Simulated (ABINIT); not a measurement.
# A GW chain in ABINIT: SrNiF6 (R-3m)

How does a plane-wave GW calculation on SrNiF6 (R-3m) run from the first input to the gap?

Program: ABINIT 10.8.3. Level of theory: LDA and many-body steps on it, plane waves. Values are calculated unless marked as measured.

**1. The structure**

Symmetry: R-3m, No. 166, trigonal system. Conventional cell: a = 7.074 Å, b = 7.074 Å, c = 6.656 Å, α = 90.00°, β = 90.00°, γ = 120.00°. Nearest to Sr lie 12 F at 2.61 to 2.72 Å. Ni has 6 F at 1.80 Å nearest. F has 1 Ni at 1.80 Å and 2 Sr at 2.61 to 2.72 Å nearest. Farther neighbours, and contacts between anions beyond the nearest, are not listed.

The cell and positions come from the Crystallography Open Database and are kept as given unless a step says otherwise.

**2. Ground state**

This step: ABINIT 10.8.3; DFT, LDA, plane waves, norm-conserving pseudopotentials.

The ground-state density comes first.

run.abi reads:

```
acell 3*1.0 Angstrom
rprim 
  3.536999999979 2.042087902112 2.218666666700
  -3.536999999979 2.042087902112 2.218666666700
  -0.000000000000 -4.084175804224 2.218666666700
ntypat 3
znucl 38 28 9
natom 8
typat 1 2 3 3 3 3 3 3
xred 
  0.500000000000 0.500000000000 0.500000000000
  0.000000000000 0.000000000000 0.000000000000
  0.276000000000 0.916000000000 0.276000000000
  0.276000000000 0.276000000000 0.916000000000
  0.916000000000 0.276000000000 0.276000000000
  0.724000000000 0.084000000000 0.724000000000
  0.084000000000 0.724000000000 0.724000000000
  0.724000000000 0.724000000000 0.084000000000
pp_dirpath "pseudos"
pseudos "Sr.upf, Ni.upf, F.upf"
ecut 45
ngkpt 4 4 4
nshiftk 1
shiftk 0 0 0
kptopt 1
chksymbreak 0
nband 43
occopt 1
tolvrs 1e-10
nstep 60
prtwf 0
optforces 0
optstress 0
indata_prefix "in"
outdata_prefix "out"
tmpdata_prefix "tmp"
```

Run with:

```
$ OMP_NUM_THREADS=1 mpirun -n 4 abinit run.abi > log
```

What it wrote:

```text
.Version 10.8.3 of ABINIT. v10.8.2 released Aug 2026.

 Symmetries : space group R-3 m (#166); Bravais hR (rhombohedral)
================================================================================
 Values of the parameters that define the memory need of the present run
     intxc =       0    ionmov =       0      iscf =       7    lmnmax =       6
     lnmax =       6     mgfft =      54  mpssoang =       3    mqgrid =    3001
     natom =       8  nloc_mem =       1    nspden =       1   nspinor =       1
    nsppol =       1      nsym =      12    n1xccc =    2501    ntypat =       3
    occopt =       1   xclevel =       1
-    mband =          43        mffmem =           1         mkmem =           4
       mpw =        9359          nfft =      157464          nkpt =          13
================================================================================
  Rough estimation (10% accuracy) of disk space for files :
================================================================================

--------------------------------------------------------------------------------
------------- Echo of variables that govern the present computation ------------
--------------------------------------------------------------------------------
 -outvars: echo values of preprocessed input variables --------
            acell      1.8897261259E+00  1.8897261259E+00  1.8897261259E+00 Bohr

      chksymbreak           0
             ecut      4.50000000E+01 Hartree
-          fftalg         312

              ixc       -1012
              kpt      0.00000000E+00  0.00000000E+00  0.00000000E+00
                       2.50000000E-01  0.00000000E+00  0.00000000E+00
                       5.00000000E-01  0.00000000E+00  0.00000000E+00
                       2.50000000E-01  2.50000000E-01  0.00000000E+00
                       5.00000000E-01  2.50000000E-01  0.00000000E+00
                      -2.50000000E-01  2.50000000E-01  0.00000000E+00
                       5.00000000E-01  5.00000000E-01  0.00000000E+00
                       2.50000000E-01  2.50000000E-01  2.50000000E-01
                       5.00000000E-01  2.50000000E-01  2.50000000E-01
                      -2.50000000E-01  2.50000000E-01  2.50000000E-01
                       5.00000000E-01  5.00000000E-01  2.50000000E-01
[...]
kptrlatt        4    0    0      0    4    0      0    0    4
          kptrlen      3.51330317E+01
P           mkmem           4
            natom           8
            nband          43
            ngfft          54      54      54
             nkpt          13
            nstep          60
             nsym          12
           ntypat           3
              occ      2.000000  2.000000  2.000000  2.000000  2.000000  2.000000
                       2.000000  2.000000  2.000000  2.000000  2.000000  2.000000
                       2.000000  2.000000  2.000000  2.000000  2.000000  2.000000
                       2.000000  2.000000  2.000000  2.000000  2.000000  2.000000
                       2.000000  2.000000  2.000000  2.000000  2.000000  2.000000
                       2.000000  2.000000  2.000000  2.000000  2.000000  0.000000
                       0.000000  0.000000  0.000000  0.000000  0.000000  0.000000
                       0.000000
        optforces           0
        optstress           0
            prtwf           0
            rprim      3.5370000000E+00  2.0420879021E+00  2.2186666667E+00
[...]
spgroup         166

           tolvrs      1.00000000E-10

             xred      5.0000000000E-01  5.0000000000E-01  5.0000000000E-01
[...]
znucl       38.00000   28.00000    9.00000

================================================================================

 chkinp: Checking input parameters for consistency.

================================================================================
== DATASET  1 ==================================================================
-   mpi_nproc: 4, omp_nthreads: 1 (-1 if OMP is not activated)

--- !DatasetInfo
iteration_state: {dtset: 1, }
dimensions: {natom: 8, nkpt: 13, mband: 43, nsppol: 1, nspinor: 1, nspden: 1, mpw: 9359, }
cutoff_energies: {ecut:  45.0, pawecutdg:  -1.0, }
electrons: {nelect:   7.00000000E+01, charge:   0.00000000E+00, occopt:   1.00000000E+00, tsmear:   1.00000000E-02, }

 Real(R)+Recip(G) space primitive vectors, cartesian coordinates (Bohr,Bohr^-1):
 R(1)=  6.6839613  3.8589869  4.1926724  G(1)=  0.0748059  0.0431892  0.0795038
 R(2)= -6.6839613  3.8589869  4.1926724  G(2)= -0.0748059  0.0431892  0.0795038
 R(3)=  0.0000000 -7.7179737  4.1926724  G(3)=  0.0000000 -0.0863785  0.0795038
 Unit cell volume ucvol=  6.4885761E+02 bohr^3
 Angles (23,13,12)=  9.91029000E+01  9.91029000E+01  9.91029000E+01 degrees

 getcut: wavevector=  0.0000  0.0000  0.0000  ngfft=  54  54  54
         ecut(hartree)=     45.000   => boxcut(ratio)=   2.03621

--- Pseudopotential description ------------------------------------------------
- Sr Generated using ONCVPSP code by D. R. Hamann
- 38.00000  10.00000  180309                  znucl, zion, pspdat
12 -1012 2 -1 1812                            pspcod,pspxc,lmax,lloc,mmax
     nproj     2     2     2
  pspatm : epsatm=   12.22067766
         --- l  ekb(1:nproj) -->
[...]
12 -1012 2 -1 1340                            pspcod,pspxc,lmax,lloc,mmax
     nproj     2     2     2
  pspatm : epsatm=   19.67681024
         --- l  ekb(1:nproj) -->
[...]
pspatm: atomic psp has been read  and splines computed

- F Generated using ONCVPSP code by D. R. Hamann
-  9.00000   7.00000  201202                  znucl, zion, pspdat
12 -1012 2 -1 824                             pspcod,pspxc,lmax,lloc,mmax
     nproj     2     2     1
  pspatm : epsatm=    4.94580260
         --- l  ekb(1:nproj) -->
[...]
2   -2.364936
 pspatm: atomic psp has been read  and splines computed

   4.31006124E+03                                ecore*ucvol(ha*bohr**3)
--------------------------------------------------------------------------------

_setup2: Arith. and geom. avg. npw (full set) are    9353.016    9353.011

================================================================================

--- !BeginCycle
iteration_state: {dtset: 1, }
solver: {iscf: 7, nstep: 60, nline: 4, wfoptalg: 0, }
tolerances: {tolvrs: 1.00E-10, }

     iter   Etot(hartree)      deltaE(h)  residm     vres2
 ETOT  1  -346.33774458611    -3.463E+02 2.630E-01 1.198E+04
 ETOT  2  -342.31389075457     4.024E+00 9.431E-02 4.197E+04
 ETOT  3  -348.47207303780    -6.158E+00 5.765E-02 6.836E+03
 ETOT  4  -349.32688952611    -8.548E-01 9.192E-02 1.744E+03
 ETOT  5  -349.48914753883    -1.623E-01 9.508E-03 6.961E+02
 ETOT  6  -349.56714863888    -7.800E-02 2.416E-03 1.838E+02
 ETOT  7  -349.59392079804    -2.677E-02 5.924E-04 1.151E+01
 ETOT  8  -349.59557367729    -1.653E-03 7.614E-04 1.489E-02
 ETOT  9  -349.59557051384     3.163E-06 4.925E-04 5.786E-02
 ETOT 10  -349.59557902637    -8.513E-06 5.030E-04 4.182E-05
 ETOT 11  -349.59557903435    -7.978E-09 2.813E-04 6.579E-06
 ETOT 12  -349.59557903527    -9.246E-10 2.528E-04 6.089E-07
 ETOT 13  -349.59557903539    -1.195E-10 1.281E-04 2.461E-08
 ETOT 14  -349.59557903541    -1.563E-11 1.081E-04 4.341E-10
 ETOT 15  -349.59557903541     1.137E-13 5.227E-05 9.189E-12

 At SCF step   15       vres2   =  9.19E-12 < tolvrs=  1.00E-10 =>converged.

--- !ResultsGS
iteration_state: {dtset: 1, }
comment   : Summary of ground state results
lattice_vectors:
- [  6.6839613,   3.8589869,   4.1926724, ]
- [ -6.6839613,   3.8589869,   4.1926724, ]
- [ -0.0000000,  -7.7179737,   4.1926724, ]
lattice_lengths: [   8.78326,    8.78326,    8.78326, ]
lattice_angles: [ 99.103,  99.103,  99.103, ] # degrees, (23, 13, 12)
lattice_volume:   6.4885761E+02
convergence: {deltae:  1.137E-13, res2:  9.189E-12, residm:  5.227E-05, diffor:  0.000E+00, }
etotal    :  -3.49595579E+02
entropy   :   0.00000000E+00
fermie    :   5.23884454E-02
cartesian_stress_tensor: null
pressure_GPa: null
xred      :
- [  5.0000E-01,   5.0000E-01,   5.0000E-01, Sr]
- [  0.0000E+00,   0.0000E+00,   0.0000E+00, Ni]
- [  2.7600E-01,   9.1600E-01,   2.7600E-01,  F]
- [  2.7600E-01,   2.7600E-01,   9.1600E-01,  F]
- [  9.1600E-01,   2.7600E-01,   2.7600E-01,  F]
- [  7.2400E-01,   8.4000E-02,   7.2400E-01,  F]
- [  8.4000E-02,   7.2400E-01,   7.2400E-01,  F]
- [  7.2400E-01,   7.2400E-01,   8.4000E-02,  F]
cartesian_forces: null
force_length_stats: {min: null, max: null, mean: null, }

 Integrated electronic density in atomic spheres:
 ------------------------------------------------
 Atom  Sphere_radius  Integrated_density
[...]
================================================================================

 ----iterations are completed or convergence reached----

 Mean square residual over all n,k,spin=   22.408E-08; max=  52.267E-06
 reduced coordinates (array xred) for    8 atoms
[...]
0.916000      0.276000      0.276000
       0.724000      0.084000      0.724000
       0.084000      0.724000      0.724000
       0.724000      0.724000      0.084000
 rms dE/dt=  0.0000E+00; max dE/dt=  0.0000E+00; dE/dt below (all hartree)
    1       0.000000      0.000000      0.000000
    2       0.000000      0.000000      0.000000
    3       0.000000      0.000000      0.000000
    4       0.000000      0.000000      0.000000
    5       0.000000      0.000000      0.000000
    6       0.000000      0.000000      0.000000
    7       0.000000      0.000000      0.000000
    8       0.000000      0.000000      0.000000

 cartesian coordinates (angstrom) at end:
    1      0.000000     0.000000     3.328000
    2      0.000000     0.000000     0.000000
    3     -2.263680     1.306936     3.257003
    4      0.000000    -2.613873     3.257003
    5      2.263680     1.306936     3.257003
    6      2.263680    -1.306936     3.398997
    7     -2.263680    -1.306936     3.398997
    8      0.000000     2.613873     3.398997
 length scales=  1.889726  1.889726  1.889726 bohr
              =  1.000000  1.000000  1.000000 angstroms
 prteigrs : about to open file out_EIG
 Fermi (or HOMO) energy (hartree) =   0.05239   Average Vxc (hartree)=  -0.40643
 Eigenvalues (hartree) for nkpt=  13  k points:
 kpt#   1, nband= 43, wtk=  0.01563, kpt=  0.0000  0.0000  0.0000 (reduced coord)
  -3.75722   -2.31507   -2.31505   -2.31505   -1.09766   -0.73924   -0.70270   -0.70270
  -0.70042   -0.70042   -0.69922   -0.43732   -0.43732   -0.43544   -0.15621   -0.14762
  -0.14762   -0.10423   -0.10423   -0.09928   -0.07046   -0.06909   -0.06909   -0.04108
  -0.02467   -0.02467   -0.00721   -0.00721    0.00296    0.01478    0.01478    0.03087
   0.03087    0.03456    0.03851    0.08884    0.08884    0.32579    0.41504    0.41504
   0.42392    0.42392    0.44130
 prteigrs : prtvol=0 or 1, do not print more k-points.

--- !EnergyTerms
iteration_state     : {dtset: 1, }
comment             : Components of total free energy in Hartree
kinetic             :  1.837156E+02
hartree             :  1.291379E+02
xc                  : -6.165943E+01
Ewald energy        : -1.936099E+02
psp_core            :  6.642538E+00
local_psp           : -3.764353E+02
non_local_psp       : -3.738701E+01
total_energy        : -3.495956E+02
total_energy_eV     : -9.512980E+03
band_energy         : -3.654859E+01

== END DATASET(S) ==============================================================
================================================================================

 -outvars: echo values of variables after computation  --------
           etotal     -3.4959557904E+02
            nband          43
             nkpt          13
          spgroup         166
 [... the other variables as echoed above ...]

 Calculation completed.
```

Elapsed: 2.8 min, on 4 MPI ranks of Arm Neoverse N1, shared host; peak memory 0.47 GiB; 11 min of CPU time.

This step gave:

```yaml
total_energy: -9512.9803 eV
gap: 0.9919 eV
k_of_the_valence_top: 0.5, 0.5, 0
k_of_the_conduction_bottom: 0, 0, 0
least_direct_gap: 0.9984 eV
```

The gap is indirect, with the least direct gap 0.007 eV higher.

(Continued in part 2 of 3.)

[Long decimals in the printed logs are rounded to 6 places.]

[Logs are printed without paths, hosts, clocks, repeated set-up lines and the standing remarks that a program may print on its own settings, such as how far it seeks lower states.]

[Paths, hosts, dates, memory and timing lines, banners, echoed tables and standing remarks are left out of the program output; an Ansatz launch command may be rebuilt from the run's recorded settings. Measured values are a selection of at most five: reports struck by readers or far from the other reports are left out. None is set beside runs whose start may be inverted or whose files or cutoffs have a known fault.]

[Runs of the session that timed out or met a known fault of the program may be left out.]

[Hosts, paths, dates, database ids (printed as entryN), source tags and the programs' standing remarks are cut or masked in the printed files.]

[G0W0 gaps are taken among the corrected bands and points alone; a level outside them can change the order at an edge.]

[Where Ansatz stands beside ABINIT at settings called matched, ABINIT's density can come from a denser mesh and the files from another edition; pairs whose starting gaps differed by over 0.03 eV were left out, so agreement reads better than it is.]
